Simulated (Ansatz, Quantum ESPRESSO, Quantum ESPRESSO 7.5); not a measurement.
# The basal face of Y: relaxation and work function

How much does the work function of Y(0001) depend on the functional?

Calculated with Quantum ESPRESSO 7.5; plane-wave DFT, PBE, GBRV ultrasoft pseudopotentials (geometry and cross-check by Ansatz 0.2.0 with PAW datasets; geometry under PBE).

**What experiment says.**

For Y (polycrystalline sample, no single face), “Anisotropic work function of elemental crystals” (2019, arxiv:1902.07811) quotes earlier work: work function, loosely compared (polycrystalline sample, no single face) 3.1 eV.

### 1. The structure

The cell holds 6 atoms: 6 Y. Cell: a = 3.650 Å, b = 3.650 Å, c = 30.335 Å, α = 90.0°, β = 90.0°, γ = 60.0°. It derives from Y. Vacuum lies along c.

Coordinates:

```xyz
6
Lattice="3.6500 0.0000 0.0000 1.8250 3.1610 0.0000 0.0000 0.0000 30.3354" Properties=species:S:1:pos:R:3
Y     3.6500    2.1073    8.0000
Y     0.0000    0.0000   10.8671
Y     3.6500    2.1073   13.7341
Y     0.0000    0.0000   16.6012
Y     3.6500    2.1073   19.4683
Y     0.0000    0.0000   22.3354
```

### 2. Geometry from Ansatz of (0001)

The geometry comes first, from a plane-wave PAW code, so that the later runs on this slab share one structure.

input.yaml

```yaml
crystal:
  lattice:
    - [3.65, 0.0, 0.0]
    - [1.825, 3.1609927238, 0.0]
    - [0.0, 0.0, 30.335375]
  atoms:
    - { symbol: "Y", position: [0.6666666667, 0.6666666667, 0.2637185135] }
    - { symbol: "Y", position: [0.0, 0.0, 0.3582311081] }
    - { symbol: "Y", position: [0.6666666667, 0.6666666667, 0.4527437027] }
    - { symbol: "Y", position: [0.0, 0.0, 0.5472562973] }
    - { symbol: "Y", position: [0.6666666667, 0.6666666667, 0.6417688919] }
    - { symbol: "Y", position: [0.0, 0.0, 0.7362814865] }
kpoints:
  mp_grid: { grid: [12, 12, 1] }
hamiltonian:
  xc: pbe
scf:
  occupations: { method: fermi_dirac, width: 0.1 }
  convergence: { dr2_threshold: 1.0e-08 }
efield:
  axis: 3
  dipole_correction: true
  ramp_position: 0.97
  ramp_width: 0.04
relax:
  f_tol: 0.01
  constraints: [{ sites: [2, 3] }]
output:
  write_potential: true
  write_density: true
  volumetric_format: npy
```

Launch:

```
$ ansatz run input.yaml --threads 4 --pin off --max-ram 8192MiB --backend cpu --events-out ev --progress --plain --runs-dir out
```

Numbers of over 12 decimals in the logs are rounded to 6 here.

Log:

```text
Engine: ansatz 0.2.0, aarch64-unknown-linux-gnu
Pseudopotentials: kind: paw
Pseudopotential: Y, paw, valence charge 11, recommended cutoff 420 eV (normal), Y.paw.azcp
Functional definition: PBE
  parameter kappa = 0.804
  parameter beta = 0.066725
  exchange = pbe_x(kappa = kappa, mu = beta*pi^2/3)
  correlation = pbe_c(beta = beta)
Crystal: 6 atoms, lattice volume = 349.998 Å³
Basis set: ecut = 420 eV, 6737 PW (Γ), exchange–correlation on 50×50×432 points (8 copies of the dense FFT grid, shifted against one another)
Bands: 40, of which v1, the nominal top of the filled ones, is band 33 counted from 1 (32 counted from 0)
Symmetry: 6 space group operations
k-points: 19 of 144 (time reversal used)
Non-local potential: Y, projectors of the file, l = 0: 3, l = 1: 2, l = 2: 2, l = 3: 1
PAW form: soft (Blöchl's): semilocal exchange-correlation on the pseudo side does not see the compensation charge
PAW one-centre angular grid: Y, 590 points (default); XC on 64 Gauss nodes
Initial density: superposition of atomic densities (neutral atoms: chi_scale 0, normalization atom), corrected by the library's trained network
Initial wavefunctions: pseudopotential atomic-orbital guess
Functional: x = pbe(κ = 0.804, μ = 0.219515), c = pbe(β = 0.066725)
SCF iter   1: F=—  HF=-23090.778181 eV  |F-HF|=—  |Δ(HF+E_count)|=         —  Δρ=2.75e-3  dr2=8.27e-1  ethr=1.77e-3  p=-0.002 e·Å  D=-1.21e-3 V/Å  ΔV_dip=0.04 eV  dr2_dipole=6.41e-2  V_vac-E_F(+/−)=3.00/2.96 eV  ⟨swp⟩=7.5  Hψ=7031  notcnv=0
efield: sawtooth ramp at fractional position 0.9700 (set: `efield.ramp_position`, or a place that a band, a saddle search or an elastic batch's reference lends), width 0.0400; the density the first Hamiltonian is built on has a dipole p = -0.002 e·Å; the dipole correction subtracts the counter field D = -1.21e-3 V/Å, which shifts the + side's vacuum level by +0.04 eV against the − side's; the planar-averaged density in the ramp window peaks in size at 1.2e-4 e/Å³
automatic band count: the SCF goes on with 47 bands, as 40 were too few: the levels above may hold too much charge
preconditioner: auto → LDOS  [metal: Δε(μ)=0.030 eV  Ē_g=2.540 eV  σ=0.100 eV  W_gap=0.08  n_scr=48 (ndim 8)  ℏωp=8.4 eV  f_vac=0.375  D(μ)=13.95/eV (n_scr^D=126)  β→1.0]
SCF iter   2: F=—  HF=-23090.765941 eV  |F-HF|=—  |Δ(HF+E_count)|=   1.22e-2  Δρ=9.69e-4  dr2=1.49e-2  ethr=1.25e-3  p=-0.001 e·Å  D=-3.99e-4 V/Å  ΔV_dip=0.01 eV  dr2_dipole=4.38e-4  V_vac-E_F(+/−)=3.26/3.24 eV  ⟨swp⟩=1.7  Hψ=1062  notcnv=0
SCF iter   3: F=—  HF=-23090.765916 eV  |F-HF|=—  |Δ(HF+E_count)|=   2.54e-5  Δρ=5.91e-4  dr2=8.87e-3  ethr=2.26e-5  p=-0.000 e·Å  D=-1.84e-4 V/Å  ΔV_dip=0.01 eV  dr2_dipole=1.31e-5  V_vac-E_F(+/−)=3.30/3.30 eV  ⟨swp⟩=2.0  Hψ=1419  notcnv=0
SCF iter   4: F=—  HF=-23090.765269 eV  |F-HF|=—  |Δ(HF+E_count)|=   6.47e-4  Δρ=1.44e-4  dr2=2.24e-4  ethr=1.34e-5  p=-0.000 e·Å  D=-1.32e-4 V/Å  ΔV_dip=0.00 eV  dr2_dipole=1.26e-7  V_vac-E_F(+/−)=3.33/3.33 eV  ⟨swp⟩=1.9  Hψ=1101  notcnv=0
SCF iter   5: F=—  HF=-23090.765291 eV  |F-HF|=—  |Δ(HF+E_count)|=   2.20e-5  Δρ=4.44e-5  dr2=3.32e-5  ethr=3.40e-7  p=-0.000 e·Å  D=-4.54e-5 V/Å  ΔV_dip=0.00 eV  dr2_dipole=5.85e-7  V_vac-E_F(+/−)=3.36/3.36 eV  ⟨swp⟩=2.0  Hψ=1413  notcnv=0
SCF iter   6: F=—  HF=-23090.765295 eV  |F-HF|=—  |Δ(HF+E_count)|=   3.95e-6  Δρ=2.26e-5  dr2=1.56e-5  ethr=5.04e-8  p=-0.000 e·Å  D=-1.26e-5 V/Å  ΔV_dip=0.00 eV  dr2_dipole=1.76e-7  V_vac-E_F(+/−)=3.37/3.37 eV  ⟨swp⟩=3.0  Hψ=1521  notcnv=0
SCF iter   7: F=—  HF=-23090.765291 eV  |F-HF|=—  |Δ(HF+E_count)|=   4.10e-6  Δρ=8.22e-6  dr2=1.05e-6  ethr=2.37e-8  p=-0.000 e·Å  D=-1.27e-6 V/Å  ΔV_dip=0.00 eV  dr2_dipole=1.79e-9  V_vac-E_F(+/−)=3.37/3.37 eV  ⟨swp⟩=1.7  Hψ=1160  notcnv=0
SCF iter   8: F=—  HF=-23090.765548 eV  |F-HF|=—  |Δ(HF+E_count)|=   2.58e-4  Δρ=2.67e-6  dr2=7.41e-8  ethr=1.59e-9  p=0.000 e·Å  D=3.41e-6 V/Å  ΔV_dip=-0.00 eV  dr2_dipole=1.57e-10  V_vac-E_F(+/−)=3.37/3.37 eV  ⟨swp⟩=2.8  Hψ=1354  notcnv=0
SCF iter   9: F=—  HF=-23090.765548 eV  |F-HF|=—  |Δ(HF+E_count)|=   6.83e-9  Δρ=1.04e-6  dr2=1.83e-8  ethr=1.52e-11  p=0.000 e·Å  D=4.80e-6 V/Å  ΔV_dip=-0.00 eV  dr2_dipole=4.82e-11  V_vac-E_F(+/−)=3.37/3.37 eV  ⟨swp⟩=8.9  Hψ=5376  notcnv=0
SCF iter  10: F=-23090.765548 eV  HF=-23090.765548 eV  |F-HF|=9.75e-10  |Δ(HF+E_count)|=   1.32e-9  Δρ=3.93e-7  dr2=2.93e-9  ethr=1.52e-11  p=0.000 e·Å  D=5.43e-6 V/Å  ΔV_dip=-0.00 eV  dr2_dipole=5.99e-12  V_vac-E_F(+/−)=3.37/3.37 eV  ⟨swp⟩=8.1  Hψ=4561  notcnv=0
SCF 1 converged in 10 iterations: F = -23090.765548 eV  dr2 = 2.93e-9
  greatest PAW one-centre occupation: 0.994 electrons in one spin orbital (limit 2), on the Y atom at site 3 (counted from 0), in its partial waves of l = 0
relax step   1: F+E_penalty+E_count = -23090.76554822 eV  Δ(F+E_penalty+E_count) = +0.000e0 eV  max|allowed force component| = 1.767e-1 eV/Å  Δτ_max = 0.0000 Å  (10 SCF iters, accepted)
Bands: 47, of which v1, the nominal top of the filled ones, is band 33 counted from 1 (32 counted from 0)
Initial density: handed on by an earlier stage of this run
Initial wavefunctions: those handed on with the density
iter 1 solved again at ethr=6.77e-4 eV; its pass at ethr=3.10e-3 eV (dr2=4.47e-1 eV) is discarded
SCF iter   1: F=—  HF=-23090.811788 eV  |F-HF|=—  |Δ(HF+E_count)|=         —  Δρ=3.30e-3  dr2=4.49e-1  ethr=6.77e-4  p=0.000 e·Å  D=5.31e-6 V/Å  ΔV_dip=-0.00 eV  dr2_dipole=6.65e-10  V_vac-E_F(+/−)=3.40/3.40 eV  ⟨swp⟩=1.1  Hψ=2805  notcnv=0
efield: sawtooth ramp at fractional position 0.9700 (set: `efield.ramp_position`, or a place that a band, a saddle search or an elastic batch's reference lends), width 0.0400; the density the first Hamiltonian is built on has a dipole p = 0.000 e·Å; the dipole correction subtracts the counter field D = 5.31e-6 V/Å, which shifts the + side's vacuum level by -0.00 eV against the − side's; the planar-averaged density in the ramp window peaks in size at 4.1e-6 e/Å³
preconditioner: auto → LDOS  [metal: Δε(μ)=0.021 eV  Ē_g=2.586 eV  σ=0.100 eV  W_gap=0.05  n_scr=48 (ndim 8)  ℏωp=8.4 eV  f_vac=0.382  D(μ)=12.52/eV (n_scr^D=114)  β→1.0]
SCF iter   2: F=—  HF=-23090.785331 eV  |F-HF|=—  |Δ(HF+E_count)|=   2.65e-2  Δρ=1.46e-3  dr2=3.71e-2  ethr=6.77e-4  p=0.000 e·Å  D=1.66e-5 V/Å  ΔV_dip=-0.00 eV  dr2_dipole=1.01e-5  V_vac-E_F(+/−)=3.30/3.31 eV  ⟨swp⟩=2.1  Hψ=994  notcnv=0
SCF iter   3: F=—  HF=-23090.782490 eV  |F-HF|=—  |Δ(HF+E_count)|=   2.84e-3  Δρ=5.53e-4  dr2=6.28e-3  ethr=5.62e-5  p=-0.000 e·Å  D=-1.52e-5 V/Å  ΔV_dip=0.00 eV  dr2_dipole=7.00e-7  V_vac-E_F(+/−)=3.34/3.34 eV  ⟨swp⟩=2.2  Hψ=1477  notcnv=0
SCF iter   4: F=—  HF=-23090.782180 eV  |F-HF|=—  |Δ(HF+E_count)|=   3.10e-4  Δρ=2.11e-4  dr2=6.34e-4  ethr=9.51e-6  p=-0.000 e·Å  D=-2.67e-6 V/Å  ΔV_dip=0.00 eV  dr2_dipole=1.02e-11  V_vac-E_F(+/−)=3.34/3.34 eV  ⟨swp⟩=1.6  Hψ=1180  notcnv=0
SCF iter   5: F=—  HF=-23090.782161 eV  |F-HF|=—  |Δ(HF+E_count)|=   1.91e-5  Δρ=5.46e-5  dr2=2.57e-5  ethr=9.61e-7  p=-0.000 e·Å  D=-3.52e-7 V/Å  ΔV_dip=0.00 eV  dr2_dipole=7.27e-10  V_vac-E_F(+/−)=3.35/3.35 eV  ⟨swp⟩=1.4  Hψ=908  notcnv=0
SCF iter   6: F=—  HF=-23090.782158 eV  |F-HF|=—  |Δ(HF+E_count)|=   2.39e-6  Δρ=1.74e-5  dr2=2.81e-6  ethr=3.90e-8  p=0.000 e·Å  D=2.67e-6 V/Å  ΔV_dip=-0.00 eV  dr2_dipole=2.64e-9  V_vac-E_F(+/−)=3.35/3.35 eV  ⟨swp⟩=2.5  Hψ=1293  notcnv=0
SCF iter   7: F=—  HF=-23090.782415 eV  |F-HF|=—  |Δ(HF+E_count)|=   2.57e-4  Δρ=6.51e-6  dr2=5.52e-7  ethr=4.26e-9  p=0.000 e·Å  D=3.94e-6 V/Å  ΔV_dip=-0.00 eV  dr2_dipole=7.67e-12  V_vac-E_F(+/−)=3.35/3.35 eV  ⟨swp⟩=2.0  Hψ=1330  notcnv=0
SCF iter   8: F=—  HF=-23090.782416 eV  |F-HF|=—  |Δ(HF+E_count)|=   1.19e-7  Δρ=2.51e-6  dr2=1.90e-7  ethr=8.36e-10  p=0.000 e·Å  D=4.52e-6 V/Å  ΔV_dip=-0.00 eV  dr2_dipole=4.58e-12  V_vac-E_F(+/−)=3.35/3.35 eV  ⟨swp⟩=2.9  Hψ=1500  notcnv=0
SCF iter   9: F=-23090.782416 eV  HF=-23090.782416 eV  |F-HF|=3.79e-9  |Δ(HF+E_count)|=   5.50e-9  Δρ=7.83e-7  dr2=7.67e-9  ethr=1.52e-11  p=0.000 e·Å  D=4.80e-6 V/Å  ΔV_dip=-0.00 eV  dr2_dipole=4.76e-12  V_vac-E_F(+/−)=3.35/3.35 eV  ⟨swp⟩=7.8  Hψ=5491  notcnv=0
SCF 2 converged in 9 iterations: F = -23090.782416 eV  dr2 = 7.67e-9
  greatest PAW one-centre occupation: 0.994 electrons in one spin orbital (limit 2), on the Y atom at site 0 (counted from 0), in its partial waves of l = 0
relax step   2: F+E_penalty+E_count = -23090.78241559 eV  Δ(F+E_penalty+E_count) = -1.687e-2 eV  max|allowed force component| = 2.774e-3 eV/Å  Δτ_max = 0.0856 Å  (9 SCF iters, accepted)
NSCF: frozen V_eff on 19 k-points
the band table was solved once a step of the walk had ended and its energy, with any forces and stress, was formed, with the checks that follow a solve (3989 applications of the Hamiltonian). They found nothing against the state; the energy, forces and stress were not computed again (output.eigenvalues in the input reference)
WARN: The output density's exchange-correlation potential varies sharply where the density is thin. Do not read a vacuum level from v_tot or v_xc, or from such a field of the output density. On a cell that repeats whose density bears no net charge and no dipole along the vacuum's axis use v_es (v_loc + v_h of the components); under efield.dipole_correction with no amplitude use v_es + v_field, which holds any externa [...]
SCF converged after 9 iterations
Free energy (F): -23090.782416 eV
Harris-Foulkes:  -23090.782416 eV  (|F-HF|=3.79e-9)
Internal energy: -23090.357045 eV  (E = F + TS)
E sigma→0 (E₀):  -23090.569730 eV
Entropy (-TS):   -0.425371 eV (-70.895 meV/atom)
Fermi energy:    3.914096 eV
Dipole field:    D = 0.000003 V/Å  (p = 0.000005 e·Å, saw-weighted, corrected)
Work function:   Φ+ = 3.3543 eV   Φ− = 3.3544 eV
Levels:          The Fermi level and band energies are counted from a zero that moves with the ramp; work functions are not
--- Per-component energies (eV) ---
  E_band       = -1093.732740
  E_kinetic    = 1824.549555
  E_local      = -37567.534426  (includes V_loc(G=0)·N_el)
  E_nonlocal   = 301.154788
  E_hartree    = 17927.955301
  E_xc         = -1035.322997
  E_vxc        = -1188.128675  (∫ρ·V_xc dr)
  E_paw        = -16952.163553  (= ΣΔE_a)
  E_vpaw       = -319.680963  (= ΣTr[D̂ρ^β])
  E_aug_tail   = 0.000020  (compensation charges beyond the density's cutoff)
  E_efield     = 0.000000  (sawtooth field / dipole correction)
  E_vefield    = -0.000052  (∫n·V_field dr)
  E_ewald      = 12411.004268
  E_smearing   = -0.425371  (= −TS)
  E_closure    = -0.000000  (closes the sum)
  Σ components = -23090.782416   (vs F -23090.782416, Δ=0.00e0)
--- Forces (eV/Å), atoms counted from 1 ---
  atom   1  Y      0.00000000     0.00000000    -0.00029058
  atom   2  Y      0.00000000    -0.00000000     0.00277423
  atom   3  Y      0.00000000     0.00000000     0.03323542
  atom   4  Y     -0.00000000    -0.00000000    -0.03323428
  atom   5  Y     -0.00000000     0.00000000    -0.00277136
  atom   6  Y     -0.00000000    -0.00000000     0.00028700
  max |Σ_I F_I| component: 4.38e-7 eV/Å
--- Band table (eV; the first three rows and the last of 19) ---
  k-point 0: bands = [... 29 lower, 1.9769, 4.0793, 4.0972, 4.6892, 4.7107, 5.0869, 5.4506, 5.4506, ... 10 higher]
  k-point 1: bands = [... 29 lower, 2.1150, 4.0844, 4.1120, 4.5455, 4.5715, 4.9955, 5.2714, 5.2853, ... 10 higher]
  k-point 2: bands = [... 29 lower, 2.4869, 4.0193, 4.0758, 4.2204, 4.2939, 4.7572, 4.7916, 4.8410, ... 10 higher]
  k-point 18: bands = [... 29 lower, 3.4255, 3.4419, 3.5017, 3.5274, 3.8426, 3.8426, 4.3029, 4.3029, ... 10 higher]
--- Relaxed structure (2 steps of the walk, 2 accepted, 0 SCFs on fresh bases) ---
  F+E_penalty+E_count = -23090.78241559 eV   max|allowed force component| = 2.774e-3 eV/Å
  atoms:
    - { symbol: Y, position: [0.666667, 0.666667, 0.266540] }
    - { symbol: Y, position: [0, 0, 0.357995] }
    - { symbol: Y, position: [0.666667, 0.666667, 0.452744] }
    - { symbol: Y, position: [0.0, 0.0, 0.547256] }
    - { symbol: Y, position: [0.666667, 0.666667, 0.642005] }
    - { symbol: Y, position: [0, 0, 0.733460] }
```

Run time: 15 s. Hardware: 4 threads of Arm Neoverse V2, shared host; peak memory 0.79 GiB; 57 s of CPU time.

Step by step:

| step | energy less that of the first step (eV) | largest force component (eV/Å) |
| --- | --- | --- |
| 1 | 0.0000 | 0.1767 |
| 2 | -0.0169 | 0.0028 |

Forces are held to the 6 operations that the run works with; a distortion that breaks them can't arise in this run.

The atoms that moved most (Å):

| atom | dx | dy | dz | length |
| --- | --- | --- | --- | --- |
| Y1 | 0.000 | 0.000 | 0.086 | 0.086 |
| Y6 | 0.000 | 0.000 | -0.086 | 0.086 |
| Y5 | 0.000 | 0.000 | 0.007 | 0.007 |
| Y2 | 0.000 | 0.000 | -0.007 | 0.007 |

The relaxation lowers the energy by 3 meV an atom. Held were the atoms numbered 3 and 4; the forces quoted are those on the free ones.

Read from the output:

```
free energy                     : -23090.7824 eV
energy at zero smearing         : -23090.5697 eV
smearing term TS                : 0.4254 eV
Fermi energy                    : 3.914 eV
symmetry operations             : 6
work function of the upper face : 3.354 eV
work function of the lower face : 3.354 eV
dipole along the normal         : 4.98e-6 e·Å
```

[end of part 1 of 3]

[Logs are printed without paths, hosts, clocks, repeated set-up lines and the standing remarks that a program may print on its own settings, such as how far it seeks lower states.]

[Hosts, paths, dates, database ids (printed as entryN), source tags and the programs' standing remarks are cut or masked in the printed files.]

[Maps of the electrostatic potential energy from Ansatz leave out the sawtooth potential of an applied field or a dipole correction, so their vacuum need not be flat; planar profiles and work functions include it.]
